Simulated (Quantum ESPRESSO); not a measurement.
# LiH (Fm-3m): phonons against volume, part 2 of 8

Wanted: mode Grüneisen parameters of LiH and a free-energy fit over volumes.

Experimental results on record:
- heat capacity C_P per formula unit 28.1 J/mol/K and bulk modulus 33.7 GPa near room temperature (given in “High-Throughput Prediction of Finite-Temperature Properties using the Quasi-Harmonic Approximation”, 2016, arXiv:1603.06924)

Quantum ESPRESSO 7.5; DFT LDA, scalar-relativistic, plane waves, GBRV ultrasoft pseudopotentials.

So far. Step 2 (A first coarse run): The start is under -4.0 GPa at this level and looks like an insulator or semiconductor on this mesh.

The database entry behind the starting cell differs from later determinations by our own check (the deuteride, about 0.2 % short), so it need not match the best structure at ambient conditions.

## Step 3: Relaxation

The vibrations must be taken about the equilibrium of this functional, not about the starting cell, so the structure is relaxed.

relax.in reads:

```
 &control
    calculation='vc-relax',
    prefix='x',
    outdir='./tmp',
    pseudo_dir='./pseudo',
    tprnfor=.true.,
    tstress=.true.,
    forc_conv_thr=2.0d-05,
    etot_conv_thr=1.0d-07,
    nstep=40,
 /
 &system
    ibrav=0,
    nat=2,
    ntyp=2,
    ecutwfc=45.0,
    ecutrho=270.0,
    occupations='fixed',
    nbnd=4,
 /
 &electrons
    conv_thr=1.0d-11,
    mixing_beta=0.7,
    electron_maxstep=100,
 /
 &ions
 /
 &cell
    press_conv_thr=0.1,
 /
ATOMIC_SPECIES
 Li      6.9400  Li.upf
 H       1.0080  H.upf
CELL_PARAMETERS angstrom
     0.000000000    2.036750000    2.036750000
     2.036750000    0.000000000    2.036750000
     2.036750000    2.036750000    0.000000000
ATOMIC_POSITIONS crystal
 Li     0.000000000   0.000000000   0.000000000
 H      0.500000000   0.500000000   0.500000000
K_POINTS automatic
 10 10 10 0 0 0
```

On the command line:

```
OMP_NUM_THREADS=1 mpirun -n 8 pw.x -nk 8 -in relax.in > relax.out
```

What it wrote:

```text
[banner, memory and clock lines left out]
Program PWSCF v.7.5

     Message from routine setup:
     using ibrav=0 with symmetry is DISCOURAGED, use correct ibrav instead

     G-vector sticks info

     bravais-lattice index     =            0
     lattice parameter (alat)  =       5.4432  a.u.
     unit-cell volume          =     114.0354 (a.u.)^3
     number of atoms/cell      =            2
     number of atomic types    =            2
     number of electrons       =         4.00
     number of Kohn-Sham states=            4
     kinetic-energy cutoff     =      45.0000  Ry
     charge density cutoff     =     270.0000  Ry
     scf convergence threshold =      1.0E-11
     mixing beta               =       0.7000
     number of iterations used =            8  plain     mixing
     energy convergence thresh.=      1.0E-07
     force convergence thresh. =      2.0E-05
     press convergence thresh. =      1.0E-01
     Exchange-correlation=  SLA  PZ   NOGX NOGC
                           (   1   1   0   0   0   0   0)
     nstep                     =           40

     celldm(1)=   5.443166  celldm(2)=   0.000000  celldm(3)=   0.000000
     celldm(4)=   0.000000  celldm(5)=   0.000000  celldm(6)=   0.000000

     crystal axes: (cart. coord. in units of alat)
               a(1) = (   0.000000   0.707107   0.707107 )
               a(2) = (   0.707107   0.000000   0.707107 )
               a(3) = (   0.707107   0.707107   0.000000 )

     reciprocal axes: (cart. coord. in units 2 pi/alat)
               b(1) = ( -0.707107  0.707107  0.707107 )
               b(2) = (  0.707107 -0.707107  0.707107 )
               b(3) = (  0.707107  0.707107 -0.707107 )

     PseudoPot. # 1 for Li read from file:
     ./pseudo/Li.upf
     Pseudo is Ultrasoft, Zval =  3.0
     Using radial grid of  751 points,  5 beta functions with:
                l(1) =   0
                l(2) =   0
                l(3) =   0
                l(4) =   1
                l(5) =   1
     Q(r) pseudized with 10 coefficients,  rinner =    1.150   1.150   1.150

     PseudoPot. # 2 for H  read from file:
     ./pseudo/H.upf
     Pseudo is Ultrasoft, Zval =  1.0
     Using radial grid of  615 points,  2 beta functions with:
                l(1) =   0
                l(2) =   0
     Q(r) pseudized with  8 coefficients,  rinner =    0.700

     atomic species   valence    mass     pseudopotential
     Li                3.00     6.94000     Li( 1.00)
     H                 1.00     1.00800     H ( 1.00)

     48 Sym. Ops., with inversion, found

   Cartesian axes

     site n.     atom                  positions (alat units)
         1        Li     tau(   1) = (   0.0000000   0.0000000   0.0000000  )
         2        H      tau(   2) = (   0.7071068   0.7071068   0.7071068  )

     number of k points=    47
                       cart. coord. in units 2pi/alat
        k(    1) = (   0.0000000   0.0000000   0.0000000), wk =   0.0020000
        k(    2) = (   0.0707107   0.0707107  -0.0707107), wk =   0.0160000
        k(    3) = (   0.1414214   0.1414214  -0.1414214), wk =   0.0160000
        k(    4) = (   0.2121320   0.2121320  -0.2121320), wk =   0.0160000
        k(    5) = (   0.2828427   0.2828427  -0.2828427), wk =   0.0160000
        k(    6) = (  -0.3535534  -0.3535534   0.3535534), wk =   0.0080000
        k(    7) = (   0.1414214  -0.0000000   0.0000000), wk =   0.0120000
        k(    8) = (   0.2121320   0.0707107  -0.0707107), wk =   0.0480000
        k(    9) = (   0.2828427   0.1414214  -0.1414214), wk =   0.0480000
        k(   10) = (   0.3535534   0.2121320  -0.2121320), wk =   0.0480000
        k(   11) = (  -0.2828427  -0.4242641   0.4242641), wk =   0.0480000
        k(   12) = (  -0.2121320  -0.3535534   0.3535534), wk =   0.0480000
        k(   13) = (  -0.1414214  -0.2828427   0.2828427), wk =   0.0480000
        k(   14) = (  -0.0707107  -0.2121320   0.2121320), wk =   0.0480000
        k(   15) = (   0.0000000  -0.1414214   0.1414214), wk =   0.0240000
        k(   16) = (   0.2828427  -0.0000000   0.0000000), wk =   0.0120000
[...]
Dense  grid:     8609 G-vectors     FFT dimensions: (  30,  30,  30)

     Smooth grid:     4645 G-vectors     FFT dimensions: (  24,  24,  24)

     Initial potential from superposition of free atoms

     starting charge       3.5492, renormalised to       4.0000
     Starting wfcs are    6 randomized atomic wfcs

     per-process dynamical memory:    11.6 Mb

     Self-consistent Calculation

     iteration #  1     ecut=    45.00 Ry     beta= 0.70
     Davidson diagonalization with overlap
     ethr =  1.00E-02,  avg # of iterations =  2.8

     total energy              =     -15.49377112 Ry
     estimated scf accuracy    <       0.14941553 Ry

     iteration #  2     ecut=    45.00 Ry     beta= 0.70
     Davidson diagonalization with overlap
     ethr =  3.74E-03,  avg # of iterations =  1.1

     total energy              =     -15.50948591 Ry
     estimated scf accuracy    <       0.00384494 Ry

     iteration #  3     ecut=    45.00 Ry     beta= 0.70
     Davidson diagonalization with overlap
     ethr =  9.61E-05,  avg # of iterations =  2.4

     total energy              =     -15.51153798 Ry
     estimated scf accuracy    <       0.00008599 Ry

     iteration #  4     ecut=    45.00 Ry     beta= 0.70
     Davidson diagonalization with overlap
     ethr =  2.15E-06,  avg # of iterations =  4.0

     total energy              =     -15.51157023 Ry
     estimated scf accuracy    <       0.00000153 Ry

     iteration #  5     ecut=    45.00 Ry     beta= 0.70
     Davidson diagonalization with overlap
     ethr =  3.84E-08,  avg # of iterations =  2.7

     total energy              =     -15.51157123 Ry
     estimated scf accuracy    <       0.00000005 Ry

     iteration #  6     ecut=    45.00 Ry     beta= 0.70
     Davidson diagonalization with overlap
     ethr =  1.15E-09,  avg # of iterations =  2.2

     total energy              =     -15.51157125 Ry
     estimated scf accuracy    <          1.4E-09 Ry

     iteration #  7     ecut=    45.00 Ry     beta= 0.70
     Davidson diagonalization with overlap
     ethr =  3.47E-11,  avg # of iterations =  2.5

     total energy              =     -15.51157125 Ry
     estimated scf accuracy    <          6.1E-10 Ry

     iteration #  8     ecut=    45.00 Ry     beta= 0.70
     Davidson diagonalization with overlap
     ethr =  1.53E-11,  avg # of iterations =  1.1

     End of self-consistent calculation

          k = 0.0000 0.0000 0.0000 (   561 PWs)   bands (ev):

   -43.0988  -5.0099  15.8821  17.2992

[...]
PseudoPot. # 1 for Li read from file:
     ./pseudo/Li.upf
     Pseudo is Ultrasoft, Zval =  3.0
     Using radial grid of  751 points,  5 beta functions with:
                l(1) =   0
                l(2) =   0
                l(3) =   0
                l(4) =   1
                l(5) =   1
     Q(r) pseudized with 10 coefficients,  rinner =    1.150   1.150   1.150

     PseudoPot. # 2 for H  read from file:
     ./pseudo/H.upf
     Pseudo is Ultrasoft, Zval =  1.0
     Using radial grid of  615 points,  2 beta functions with:
                l(1) =   0
                l(2) =   0
     Q(r) pseudized with  8 coefficients,  rinner =    0.700

     atomic species   valence    mass     pseudopotential
     Li                3.00     6.94000     Li( 1.00)
     H                 1.00     1.00800     H ( 1.00)

     48 Sym. Ops., with inversion, found

   Cartesian axes

     site n.     atom                  positions (alat units)
         1        Li     tau(   1) = (   0.0000000   0.0000000  -0.0000000  )
         2        H      tau(   2) = (   0.6787600   0.6787600   0.6787600  )

     number of k points=    47
                       cart. coord. in units 2pi/alat
[...]
k(   40) = (   0.0000000  -0.2946549   0.4419824), wk =   0.0480000
        k(   41) = (  -0.1473275  -0.5893099   0.7366373), wk =   0.0480000
        k(   42) = (  -0.0736637  -0.5156461   0.6629736), wk =   0.0960000
        k(   43) = (   0.0000000  -0.4419824   0.5893099), wk =   0.0480000
        k(   44) = (  -0.7366373   0.1473275   0.0000000), wk =   0.0240000
        k(   45) = (  -0.1473275  -0.4419824   0.7366373), wk =   0.0480000
        k(   46) = (  -0.0736637  -0.3683187   0.6629736), wk =   0.0480000
        k(   47) = (  -0.7366373   0.2946549   0.0000000), wk =   0.0240000

     Dense  grid:     7631 G-vectors     FFT dimensions: (  27,  27,  27)

     Smooth grid:     4111 G-vectors     FFT dimensions: (  24,  24,  24)

     Initial potential from superposition of free atoms

     starting charge       3.5492, renormalised to       4.0000
     Starting wfcs are    6 randomized atomic wfcs

     per-process dynamical memory:    11.5 Mb

     Self-consistent Calculation

[...]
total energy              =     -15.51113844 Ry
[...]
iteration #  3     ecut=    45.00 Ry     beta= 0.70
     Davidson diagonalization with overlap
     ethr =  8.96E-05,  avg # of iterations =  2.1

     total energy              =     -15.51351520 Ry
     estimated scf accuracy    <       0.00010927 Ry

     iteration #  4     ecut=    45.00 Ry     beta= 0.70
     Davidson diagonalization with overlap
     ethr =  2.73E-06,  avg # of iterations =  3.1

     total energy              =     -15.51354732 Ry
     estimated scf accuracy    <       0.00000245 Ry

     iteration #  5     ecut=    45.00 Ry     beta= 0.70
     Davidson diagonalization with overlap
     ethr =  6.13E-08,  avg # of iterations =  2.6

     total energy              =     -15.51354853 Ry
     estimated scf accuracy    <       0.00000006 Ry

     iteration #  6     ecut=    45.00 Ry     beta= 0.70
     Davidson diagonalization with overlap
     ethr =  1.41E-09,  avg # of iterations =  2.5

     total energy              =     -15.51354855 Ry
     estimated scf accuracy    <          7.3E-09 Ry

     iteration #  7     ecut=    45.00 Ry     beta= 0.70
     Davidson diagonalization with overlap
     ethr =  1.84E-10,  avg # of iterations =  1.3

     total energy              =     -15.51354855 Ry
     estimated scf accuracy    <          3.4E-11 Ry

     iteration #  8     ecut=    45.00 Ry     beta= 0.70
     Davidson diagonalization with overlap
     ethr =  8.62E-13,  avg # of iterations =  3.7

     total energy              =     -15.51354855 Ry
     estimated scf accuracy    <          1.3E-12 Ry

     iteration #  9     ecut=    45.00 Ry     beta= 0.70
     Davidson diagonalization with overlap
     ethr =  1.00E-13,  avg # of iterations =  1.1

     total energy              =     -15.51354855 Ry
     estimated scf accuracy    <          5.5E-13 Ry

     iteration # 10     ecut=    45.00 Ry     beta= 0.70
     Davidson diagonalization with overlap
     ethr =  1.00E-13,  avg # of iterations =  1.0

     End of self-consistent calculation

          k = 0.0000 0.0000 0.0000 (   531 PWs)   bands (ev):

[...]
k = 0.3683 0.2210-0.2210 (   513 PWs)   bands (ev):

[...]
k = 0.0000-0.1473 0.1473 (   519 PWs)   bands (ev):

[...]
k = 0.2947 0.0000-0.0000 (   524 PWs)   bands (ev):

[...]
k = 0.3683 0.0737-0.0737 (   512 PWs)   bands (ev):

[...]
k = 0.4420 0.1473-0.1473 (   509 PWs)   bands (ev):

[...]
k = 0.0000-0.2947 0.2947 (   515 PWs)   bands (ev):

[...]
k = 0.4420-0.0000 0.0000 (   508 PWs)   bands (ev):

[...]
k = 0.5156 0.0737-0.0737 (   513 PWs)   bands (ev):

[...]
k = 0.5893 0.0000-0.0000 (   496 PWs)   bands (ev):

[...]
k = 0.0000-0.5893 0.5893 (   510 PWs)   bands (ev):

[...]
k =-0.7366 0.0000 0.0000 (   524 PWs)   bands (ev):

[...]
k = 0.2947 0.1473 0.0000 (   522 PWs)   bands (ev):

[...]
k = 0.3683 0.2210-0.0737 (   518 PWs)   bands (ev):

[...]
k =-0.2210-0.3683 0.5156 (   516 PWs)   bands (ev):

[...]
k = 0.4420 0.1473-0.0000 (   517 PWs)   bands (ev):

[...]
k =-0.2210-0.5156 0.6630 (   516 PWs)   bands (ev):

[...]
k =-0.1473-0.4420 0.5893 (   510 PWs)   bands (ev):

[...]
k =-0.0737-0.3683 0.5156 (   512 PWs)   bands (ev):

[...]
k = 0.0000-0.2947 0.4420 (   518 PWs)   bands (ev):

   -42.2883  -1.8211   8.5438   9.0395

          k =-0.1473-0.5893 0.7366 (   505 PWs)   bands (ev):

   -42.2764  -0.5687   6.0528   9.9702

          k =-0.0737-0.5156 0.6630 (   508 PWs)   bands (ev):

   -42.2706   0.3215   5.0254   8.4113

          k = 0.0000-0.4420 0.5893 (   515 PWs)   bands (ev):

   -42.2712   0.1508   5.4881   7.6782

          k =-0.7366 0.1473 0.0000 (   500 PWs)   bands (ev):

   -42.2688   0.9148   3.9479   9.5878

          k =-0.1473-0.4420 0.7366 (   507 PWs)   bands (ev):

   -42.2739  -0.2976   6.5817   7.3940

          k =-0.0737-0.3683 0.6630 (   512 PWs)   bands (ev):

   -42.2705   0.2777   5.9552   6.7720

          k =-0.7366 0.2947 0.0000 (   512 PWs)   bands (ev):

   -42.2685   0.7491   5.1026   7.0094

     highest occupied, lowest unoccupied level (ev):     1.0229    3.5619

!    total energy              =     -15.51354855 Ry
     estimated scf accuracy    <          3.2E-15 Ry

     The total energy is the sum of the following terms:
     one-electron contribution =      -7.66950715 Ry
     hartree contribution      =       3.19947884 Ry
     xc contribution           =      -3.95385348 Ry
     ewald contribution        =      -7.08966677 Ry

     convergence has been achieved in  10 iterations

     Forces acting on atoms (cartesian axes, Ry/au):

     atom    1 type  1   force =     0.00000000   -0.00000000    0.00000000
     atom    2 type  2   force =    -0.00000000    0.00000000   -0.00000000

     Total force =     0.000000     Total SCF correction =     0.000000

     Computing stress (Cartesian axis) and pressure

          total   stress  (Ry/bohr**3)                   (kbar)     P=       -0.03
  -0.00000023   0.00000000   0.00000000           -0.03        0.00        0.00
   0.00000000  -0.00000023   0.00000000            0.00       -0.03        0.00
   0.00000000   0.00000000  -0.00000023            0.00        0.00       -0.03

     XML data file, charge density, pseudopotentials, collected wavefunctions
```

Run time: 2.2 s. Hardware: 8 MPI ranks of Arm Neoverse V2, shared host.

Step by step:

```
step  energy less that of the first step (eV)  largest force (eV/Å)  volume (Å³)
   1                                   0.0000                0.0000        16.90
   2                                  -0.0082                0.0000        16.55
   3                                  -0.0179                0.0000        16.04
   4                                  -0.0260                0.0000        15.29
   5                                  -0.0270                0.0000        14.92
   6                                  -0.0270                0.0000        14.95
   7                                  -0.0270                0.0000        14.95
   8                                  -0.0269                0.0000        14.95
```

```
conventional cell, symmetrised  before  after   change
                         a (Å)   4.074  3.910   -4.0 %
                         b (Å)   4.074  3.910   -4.0 %
                         c (Å)   4.074  3.910   -4.0 %
              volume (Å³/atom)    8.45   7.47  -11.6 %
```

The relaxed structure:

```cif
data_structure
_symmetry_space_group_name_H-M 'P 1'
_symmetry_Int_Tables_number 1
_cell_length_a 2.7649
_cell_length_b 2.7649
_cell_length_c 2.7649
_cell_angle_alpha 60.000
_cell_angle_beta 60.000
_cell_angle_gamma 60.000
_cell_volume 14.95
loop_
_atom_site_label
_atom_site_type_symbol
_atom_site_fract_x
_atom_site_fract_y
_atom_site_fract_z
_atom_site_occupancy
Li1 Li 0.00000 0.00000 0.00000 1
H2 H 0.50000 0.50000 0.50000 1
```

Numbers from this step:

```yaml
volume_per_atom: 7.473 Å³
pressure: -0.003000 GPa
gap_on_the_k_mesh: 2.539 eV
```

After the last step pw.x solved the final cell once more on a basis chosen for it, which moves the energy without moving the atoms.

(Part 2 of 8 ends here.)

[Logs are printed without paths, hosts, clocks, repeated set-up lines and the standing remarks that a program may print on its own settings, such as how far it seeks lower states.]

[Hosts, paths, dates, database ids (printed as entryN), source tags and the programs' standing remarks are cut or masked in the printed files.]

[A step with changed settings may run another functional than the one named; its input shows which.]

[Of the runs on displaced cells, only some may be shown.]
